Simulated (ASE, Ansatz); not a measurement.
# Structural relaxation of random wurtzite alloy of AlN and GaN (72 atoms), part 3 of 3

How does random wurtzite alloy of AlN and GaN (72 atoms) relax, and what do bonds, charges and levels look like afterwards?

Ansatz 0.2.0; Kohn-Sham DFT, PBE, PAW (set soft_2), plane waves.

The cell: 22 Ga, 36 N and 14 Al. The host structure and its lattice constant were typed by rule, without a check against the phase diagram.

So far. Step 6 (K-mesh 3×3×3): Forces differ from those of the single point at the relaxed geometry by 0.64 meV/Å r.m.s.; the energy by -0.78 meV/atom. It took 4 min and 7 cycles; the reference's time can't be set against it, since the two runs asked for unlike analyses. Step 7 (Coarser k-mesh (Γ alone)): Forces differ from those of the single point at the relaxed geometry by 26 meV/Å r.m.s.; the energy by +63 meV/atom, the pressure by +0.12 GPa and the gap by -0.030 eV.

## (8) Functional HSE06

HSE06 mixes in a quarter of exact exchange at short range, which counters self-interaction, at a higher cost.

This step: Kohn-Sham DFT, HSE06, PAW (set soft_2), plane waves (Ansatz 0.2.0).

input.yaml

```yaml
crystal:
  lattice:
    - [9.54694, 2.0e-05, -0.00075]
    - [-4.77346, 8.26763, 0.0002]
    - [-0.0008, -0.00021, 10.32522]
  atoms:
    [... the 72 atom lines of step 5 ...]
kpoints:
  mp_grid: { grid: [1, 1, 1] }
hamiltonian:
  xc: hse06
scf:
  occupations: { method: fermi_dirac, width: 0.025 }
output:
  forces: true
  stress: true
  populations: true
  dos:
    method: { smearing: { sigma: 0.08 } }
    de: 0.05
    projected: { site_lists: { Al: [Al], Ga: [Ga], "N": ["N"] } }
  eigenvalues: true
```

Run with:

```bash
$ ansatz run input.yaml --threads 4 --pin off --max-ram 8192MiB --backend cpu --events-out ev --progress --plain --runs-dir out
```

Numbers of over 12 decimals in the logs are rounded to 6 here.

Output:

```text
Warning: output.stress: scf.convergence.dr2_threshold = 1e-7 eV (the SCF's general default) is looser than the 1.6e-9 eV advised for a printed stress (1e-10 eV for each atom of the cell: 72, of which 16 are counted). What an SCF threshold leaves in a stress goes as its square root, and in the free energy as the threshold itself, and one threshold admits the most on a small cell: [...]
Warning: output.stress: scf.exx.energy_threshold = 1e-6 eV is looser than the 1.6e-7 eV advised for a stress under a hybrid functional (1e-8 eV for each atom of the cell: 72, of which 16 are counted). Every SCF of the exchange loop can meet its threshold on dr2 while the loop round them stops early: [...]
exact exchange: scf.exx.singularity resolves to wigner_seitz, which cuts the screened interaction at the faces of the exchange supercell's Wigner-Seitz cell, so that each pair interacts once, at the shortest of its separations (the periodic images that this leaves out come, [...]
[...]
Crystal: 72 atoms, lattice volume = 814.976 Å³
Basis set: ecut = 420 eV, 15863 PW (Γ), exchange–correlation on 128×128×144 points (8 copies of the dense FFT grid, shifted against one another)
Bands: 326, of which v1, the nominal top of the filled ones, is band 254 counted from 1 (253 counted from 0)
Symmetry: 1 space group operations
[...]
k-points: 1
[...]
SCF iter   1: F=—  HF=-104628.873673 eV  |F-HF|=—  |Δ(HF+E_count)|=         —  Δρ=5.16e-3  dr2=2.02e-1  ethr=1.77e-3  ⟨swp⟩=9.0  Hψ=1573  notcnv=0
[...]
SCF iter   4: F=-104628.853929 eV  HF=-104628.853986 eV  |F-HF|=5.78e-5  |Δ(HF+E_count)|=   7.75e-4  Δρ=8.32e-5  dr2=8.04e-5  ethr=3.42e-7  ⟨swp⟩=4.0  Hψ=741  notcnv=0  defer=12
SCF 1 stopped early in 4 iterations: F = -104628.853929 eV  dr2 = 8.04e-5
[...]
Exchange kernel: α = 0.2500, screened, ω = 0.2079 Å⁻¹, Wigner–Seitz truncation, v(0) = 873.7054 eV·Å³, q-mesh 1×1×1, nearest image of the exchange supercell L = 9.55 Å, pair-density grid 45×45×50, without the augmentation charges, whose exchange is taken in its separable form (sized by the pseudopotential files, [...]
Frozen-core exchange: fock
SCF iter   1: F=—  HF=-104646.228813 eV  |F-HF|=—  |Δ(HF+E_count)|=         —  Δρ=1.44e-2  dr2=6.70e-1  ethr=1.58e-7  ⟨swp⟩=20.0  Hψ=2061  notcnv=0
[...]
SCF iter   6: F=—  HF=-104646.099358 eV  |F-HF|=—  |Δ(HF+E_count)|=   3.18e-3  Δρ=2.21e-4  dr2=1.73e-4  ethr=1.43e-7  ⟨swp⟩=5.0  Hψ=1026  notcnv=0
SCF iter   7: F=-104646.099245 eV  HF=-104646.099247 eV  |F-HF|=1.44e-6  |Δ(HF+E_count)|=   1.11e-4  Δρ=3.26e-5  dr2=1.31e-5  ethr=3.27e-8  ⟨swp⟩=4.0  Hψ=808  notcnv=0
SCF 2 stopped early in 7 iterations: F = -104646.099245 eV  dr2 = 1.31e-5
  Residual-converged pass: ⟨swp⟩=4.0  Hψ=874  notcnv=0  max |occ|·‖R‖ = 5.5e-6 eV (tolerance 6.7e-6 eV)  dr2=1.40e-5  dr2_onsite=1.40e-6  max |Δocc| = 0.0e0
[...]
hybrid outer 1: dexx = +2.347e-1 eV, tail = 4.36e-4 eV
[...]
Frozen-core exchange: fock
SCF iter   1: F=—  HF=-104646.094100 eV  |F-HF|=—  |Δ(HF+E_count)|=         —  Δρ=8.95e-5  dr2=7.74e-5  ethr=4.30e-7  ⟨swp⟩=16.0  Hψ=959  notcnv=0
[...]
SCF iter   5: F=—  HF=-104646.094095 eV  |F-HF|=—  |Δ(HF+E_count)|=   2.25e-7  Δρ=1.94e-6  dr2=4.52e-8  ethr=9.68e-12  ⟨swp⟩=6.0  Hψ=987  notcnv=0  defer=18
SCF iter   6: F=-104646.094095 eV  HF=-104646.094095 eV  |F-HF|=9.66e-9  |Δ(HF+E_count)|=   1.00e-8  Δρ=8.45e-7  dr2=1.14e-8  ethr=8.42e-12  ⟨swp⟩=4.0  Hψ=735  notcnv=0  defer=12
SCF 3 converged in 6 iterations: F = -104646.094095 eV  dr2 = 1.14e-8
[...]
hybrid outer 2: dexx = +1.170e-5 eV, tail = 2.00e-7 eV, Δε = 2.75e-3 eV (about 6.68e-5 eV left of the loop's levels), ΔF = 6.09e-3 eV/Å (tail 6.61e-4)
[...]
Frozen-core exchange: fock
SCF iter   1: F=—  HF=-104646.094092 eV  |F-HF|=—  |Δ(HF+E_count)|=         —  Δρ=1.52e-6  dr2=2.67e-8  ethr=1.97e-10  ⟨swp⟩=20.0  Hψ=1101  notcnv=2
[...]
SCF iter   2: F=-104646.094092 eV  HF=-104646.094092 eV  |F-HF|=5.18e-9  |Δ(HF+E_count)|=   4.38e-9  Δρ=6.13e-7  dr2=6.88e-9  ethr=4.72e-12  ⟨swp⟩=4.0  Hψ=703  notcnv=0
SCF 4 converged in 2 iterations: F = -104646.094092 eV  dr2 = 6.88e-9
[...]
hybrid SCF converged: 3 outer / 15 inner (+4 warm-up), last move |dexx| = 6.13e-9 eV, tail = 1.42e-8 eV
Stability not checked: this state was not tested for a lower state beside it, because the functional holds exact exchange (a hybrid, or Hartree-Fock), whose exchange loop this test does not read (fock_operator; see scf.lower_state_search)
Free energy (F): -104646.094092 eV
Frozen-core exchange: fock
[...]
Internal energy: -104646.094092 eV  (E = F + TS)
E sigma→0 (E₀):  -104646.094092 eV
Fermi energy:    9.536151 eV
[...]
Σ components = -104646.094092   (vs F -104646.094092, Δ=1.46e-11)
--- Forces (eV/Å), atoms counted from 1 ---
  atom   1  Ga     0.00976064     0.01396009     0.01855761
  atom   2  N     -0.06203724    -0.05566497    -0.07536955
  atom   3  Al     0.01247560     0.00464115     0.04225216
  atom   4  N     -0.06910666    -0.05613458    -0.01798608
[...]
atom  72  N     -0.05813968     0.05723786    -0.00207421
  max |Σ_I F_I| component: 9.87e-5 eV/Å
--- Stress (GPa, compression-positive) ---
       -4.962841      -0.002647       0.003306
       -0.002647      -4.955587      -0.000615
        0.003307      -0.000628      -7.091000
  P = ⅓ Tr σ = -5.6698 GPa (-56.698 kbar)
--- Band table (eV) ---
[...]
--- Löwdin populations: 72 sites ---
  site symbol       q [e]
     0     Ga     12.1739
     1      N      5.9339
     2     Al      1.8455
[...]
71      N      5.8647
  spilling = 0.003741 (of n_electrons = 508.000000)
```

Wall time 2.5 min (4 threads of Arm Neoverse V2, shared host); peak memory 2.5 GiB.

The program notes that the exchange threshold is loose for the stress and the SCF threshold is loose for the stress.

Geometry and reference: those of the coarser k-mesh.

Forces differ from the reference by 43 meV/Å r.m.s.; the pressure by -5.8 GPa and the gap by +1.3 eV. It took 18 times the reference's time (shared host, so rough).

The run gave:

- free energy: -104646.0941 eV
- free energy per atom: -1453.4180 eV/atom
- SCF cycles: 19
- pressure: -5.67 GPa
- r.m.s. force component: 0.04406 eV/Å
- longest force: 0.1301 eV/Å
- Fermi energy: 9.536 eV
- gap (highest filled to lowest empty level): 3.843 eV
- spilling of the projection: 0.003741

Length of the force by element:

```csv
element,coordination,atoms,mean length of the force (eV/Å),spread,least,most
Al,all,14,0.0719,0.018,0.0443,0.104
Ga,all,22,0.0399,0.0181,0.018,0.0682
N,all,36,0.0835,0.037,0.0088,0.130
```

Löwdin charges by element (they lack the spilled electrons, 0.026 e an atom on average):

```csv
element,coordination,atoms,mean charge (e),spread,least,most
Al,all,14,1.15,0.0046,1.14,1.16
Ga,all,22,0.828,0.0048,0.819,0.837
N,all,36,-0.901,0.064,-1.06,-0.797
```

Charge against the make-up of the first shell:

```csv
Al neighbours of N,atoms,mean charge (e)
0,6,-0.799
1,10,-0.865
2,15,-0.93
3,4,-0.994
4,1,-1.06
```

Density of states as counts of states in windows of 1 eV (from the Fermi level), total and the larger projections:

```csv
from (eV),to (eV),total,N p,Ga p,Ga s,Al p,N s
-10,-9,0.4,0.2,0.0,0.1,0.0,0.0
-9,-8,5.4,3.1,0.3,1.6,0.2,0.0
-8,-7,42.9,25.3,2.9,8.1,1.8,2.1
-7,-6,29.4,18.6,4.7,0.9,2.7,0.8
-6,-5,15.9,10.8,0.7,1.1,0.5,1.5
-5,-4,27.1,21.0,3.3,0.2,2.0,0.1
-4,-3,59.9,49.3,5.6,0.4,2.9,0.3
-3,-2,29.9,26.5,2.0,0.1,0.5,0.0
-2,-1,5.1,4.8,0.1,0.0,0.0,0.0
-1,1,0.0,0.0,0.0,0.0,0.0,0.0
1,2,1.7,0.0,0.0,0.6,0.0,0.8
2,3,0.3,0.0,0.0,0.1,0.0,0.1
3,4,0.0,0.0,0.0,0.0,0.0,0.0
4,5,45.8,4.3,13.4,5.1,8.1,9.7
```

Between -19 and -10 eV lie 292 more states.

The levels nearest the highest filled one (over half full), pooled over k-points and spins:

```csv
level less the highest filled one (eV),occupation
-0.556,2
-0.436,2
-0.411,2
-0.0639,2
-0.0432,2
0,2
3.84,0
6.12,0
6.14,0
6.19,0
6.21,0
6.23,0
```

## (9) Functional r2SCAN (500 eV)

The meta-GGA r2SCAN uses the kinetic energy density as well as the density and its gradient. Besides, the cutoff goes from 420 to 500 eV.

This step: Kohn-Sham DFT, r2SCAN, PAW (set soft_2), plane waves (Ansatz 0.2.0).

Edit input.yaml of step 8 so:

```diff
@@ -8,5 +8,5 @@
 kpoints:
-  mp_grid: { grid: [1, 1, 1] }
+  mp_grid: { grid: [2, 2, 2] }
 hamiltonian:
-  xc: hse06
+  xc: r2scan
 scf:
```

Output:

```text
[...]
Crystal: 72 atoms, lattice volume = 814.976 Å³
Basis set: ecut = 500 eV, 20731 PW (Γ), exchange–correlation on 288×288×320 points (64 copies of the dense FFT grid, shifted against one another)
Bands: 326, of which v1, the nominal top of the filled ones, is band 254 counted from 1 (253 counted from 0)
Symmetry: 1 space group operations
[...]
k-points: 8
[...]
SCF iter   1: F=—  HF=-104876.973289 eV  |F-HF|=—  |Δ(HF+E_count)|=         —  Δρ=1.05e-2  dr2=4.55e-1  dr2_τ=3.92e0  ethr=1.77e-3  ⟨swp⟩=5.8  Hψ=10393  notcnv=0  defer=323
[...]
SCF iter   8: F=—  HF=-104878.534995 eV  |F-HF|=—  |Δ(HF+E_count)|=   1.06e-7  Δρ=6.04e-6  dr2=3.13e-7  dr2_τ=2.27e-8  ethr=6.44e-10  ⟨swp⟩=2.0  Hψ=4082  notcnv=0  defer=534
SCF iter   9: F=-104878.534995 eV  HF=-104878.534995 eV  |F-HF|=1.57e-8  |Δ(HF+E_count)|=   2.59e-8  Δρ=1.91e-6  dr2=3.22e-8  dr2_τ=1.22e-9  ethr=1.97e-11  ⟨swp⟩=13.4  Hψ=12147  notcnv=0
SCF 1 converged in 9 iterations: F = -104878.534995 eV  dr2 = 3.22e-8
[...]
SCF converged after 9 iterations
Free energy (F): -104878.534995 eV
[...]
Internal energy: -104878.534995 eV  (E = F + TS)
E sigma→0 (E₀):  -104878.534995 eV
Fermi energy:    9.650753 eV
[...]
Σ components = -104878.534995   (vs F -104878.534995, Δ=0.00e0)
--- Forces (eV/Å), atoms counted from 1 ---
  atom   1  Ga    -0.01804458    -0.00956062    -0.00311856
  atom   2  N     -0.05255206    -0.04048006    -0.04604334
  atom   3  Al    -0.01734224    -0.00204899    -0.00182017
  atom   4  N     -0.05572443    -0.03965551     0.04680463
[...]
atom  72  N     -0.05454314     0.03088660     0.02736727
  max |Σ_I F_I| component: 4.13e-4 eV/Å
--- Stress (GPa, compression-positive) ---
       -5.571697      -0.001690       0.000487
       -0.001689      -5.567796       0.000791
        0.000489       0.000813      -5.578623
  P = ⅓ Tr σ = -5.5727 GPa (-55.727 kbar)
--- Band table (eV; the first three rows and the last of 8) ---
[...]
--- Löwdin populations: 72 sites ---
  site symbol       q [e]
     0     Ga     12.1953
     1      N      5.9254
     2     Al      1.8413
[...]
71      N      5.8524
  spilling = 0.003651 (of n_electrons = 508.000000)
```

The job ended after 2.3 min (4 threads; peak memory 5.8 GiB; 9.1 min of CPU time).

The program notes that it cut back its work space to fit the memory limit.

Geometry and reference: those of the single point at the relaxed geometry.

Forces differ from those of the single point at the relaxed geometry by 31 meV/Å r.m.s.; the pressure by -5.6 GPa and the gap by +0.48 eV. It took 2.3 min and 9 cycles; the reference's time can't be set against it, since the two runs asked for unlike analyses.

## (10) Functional PBEsol

PBEsol restores the gradient expansion of exchange for slowly varying densities and usually gives shorter bonds in solids than PBE.

This step: Kohn-Sham DFT, PBEsol, PAW (set soft_2), plane waves (Ansatz 0.2.0).

Edit input.yaml of step 9 so:

```diff
@@ -10,3 +10,3 @@
 hamiltonian:
-  xc: r2scan
+  xc: pbesol
 scf:
```

Output:

```text
[...]
Crystal: 72 atoms, lattice volume = 814.976 Å³
Basis set: ecut = 420 eV, 15863 PW (Γ), exchange–correlation on 128×128×144 points (8 copies of the dense FFT grid, shifted against one another)
Bands: 326, of which v1, the nominal top of the filled ones, is band 254 counted from 1 (253 counted from 0)
Symmetry: 1 space group operations
[...]
k-points: 8
[...]
SCF iter   1: F=—  HF=-103385.636136 eV  |F-HF|=—  |Δ(HF+E_count)|=         —  Δρ=1.17e-2  dr2=1.14e0  ethr=1.77e-3  ⟨swp⟩=5.9  Hψ=9801  notcnv=0  defer=197
[...]
SCF iter   8: F=—  HF=-103385.306460 eV  |F-HF|=—  |Δ(HF+E_count)|=   7.17e-8  Δρ=3.59e-6  dr2=6.46e-8  ethr=1.97e-11  ⟨swp⟩=12.5  Hψ=13637  notcnv=0
SCF iter   9: F=-103385.306460 eV  HF=-103385.306460 eV  |F-HF|=3.26e-9  |Δ(HF+E_count)|=   7.70e-8  Δρ=8.24e-7  dr2=7.09e-9  ethr=1.27e-11  ⟨swp⟩=4.0  Hψ=7509  notcnv=0
SCF 1 converged in 9 iterations: F = -103385.306460 eV  dr2 = 7.09e-9
[...]
SCF converged after 9 iterations
Free energy (F): -103385.306460 eV
[...]
Internal energy: -103385.306460 eV  (E = F + TS)
E sigma→0 (E₀):  -103385.306460 eV
Fermi energy:    9.522111 eV
[...]
Σ components = -103385.306460   (vs F -103385.306460, Δ=0.00e0)
--- Forces (eV/Å), atoms counted from 1 ---
  atom   1  Ga    -0.00889300    -0.01028532    -0.00420384
  atom   2  N     -0.10201110    -0.06163130    -0.08365490
  atom   3  Al    -0.01554308    -0.00219630     0.00817606
  atom   4  N     -0.10603111    -0.06418605     0.08658095
[...]
atom  72  N     -0.11053593     0.06035147     0.04177259
  max |Σ_I F_I| component: 7.09e-5 eV/Å
--- Stress (GPa, compression-positive) ---
       -4.949550       0.003893      -0.008136
        0.003894      -4.951757       0.004747
       -0.008135       0.004736      -4.951122
  P = ⅓ Tr σ = -4.9508 GPa (-49.508 kbar)
--- Band table (eV; the first three rows and the last of 8) ---
[...]
--- Löwdin populations: 72 sites ---
  site symbol       q [e]
     0     Ga     12.2740
     1      N      5.8543
     2     Al      1.9137
[...]
71      N      5.7800
  spilling = 0.003326 (of n_electrons = 508.000000)
```

Elapsed: 78 s, on 4 threads; peak memory 5.5 GiB.

Geometry and reference: those of the single point at the relaxed geometry.

Forces differ from those of the single point at the relaxed geometry by 52 meV/Å r.m.s.; the pressure by -5.0 GPa and the gap by -0.059 eV.

## (11) Cost against change

Each row is set against the single point at the relaxed geometry (Kohn-Sham DFT, PBE, PAW (set soft_2), plane waves; r.m.s. force component 6.9e-4 eV/Å). Energies are set beside the reference only for runs with its functional, potentials and electron count. Times are for 4 threads of Arm Neoverse V2, shared host. The reference's time includes grids, which some other runs skip.

```csv
run,"Δ force, r.m.s. (meV/Å)",Δ energy (meV/atom),Δ pressure (GPa),Δ gap (eV),cycles,time,host memory (GiB)
reference,-,-,-,-,7,80 s,5.5
k-mesh 3×3×3,0.638,-0.783,0.012,7.0e-4,7,4 min,5.9
coarser k-mesh (Γ alone),25.8,62.6,0.123,-0.0296,8,8.3 s,1.1
functional r2SCAN (500 eV),31.3,-,-5.57,0.475,9,2.3 min,5.8
functional PBEsol,52.1,-,-4.95,-0.0594,9,78 s,5.5
```

## (12) Results

```json
{
  "energy change in the relaxation": "-28.35 meV/atom",
  "r.m.s. displacement": "0.053 Å",
  "largest displacement": "0.105 Å",
  "free energy per atom": "-1453.2405 eV/atom",
  "density": "4.923 g/cm³",
  "pressure": "0.00123 GPa",
  "r.m.s. force component": "0.00069 eV/Å",
  "gap (highest filled to lowest empty level)": "2.545 eV",
  "wall time of the 8 DFT runs": "16 min"
}
```

In words: Relaxation lowers the energy by 28.3 meV/atom and moves atoms by 0.053 Å r.m.s.; the r.m.s. force component goes from 0.60 to 6.9e-4 eV/Å. Displacements are taken in the final cell, so they leave out its strain. By the final cutoffs no bond was broken or made. The cell grew by 2.6 % in volume. First to last step the energy falls by 2.041 eV, across changes of basis; the largest move, 0.10 Å, is that of N30. The N-Ga bonds change most in mean length: from 1.928 Å (spread 0.026) to 1.966 Å (spread 0.009). With the cutoffs above, all Al atoms have 4, all Ga atoms have 4 and all N atoms have 4 bonded neighbours. Between filled and empty levels lie 2.54 eV (on the run's k-points); a semilocal functional tends to put such gaps too low.

Among the changes of functional, dispersion, potentials or spin set against this reference, functional PBEsol moves the forces most, by 52 meV/Å r.m.s.

[Logs are printed without paths, hosts, clocks, repeated set-up lines and the standing remarks that a program may print on its own settings, such as how far it seeks lower states.]

[Hosts, paths, dates, database ids (printed as entryN), source tags and the programs' standing remarks are cut or masked in the printed files.]
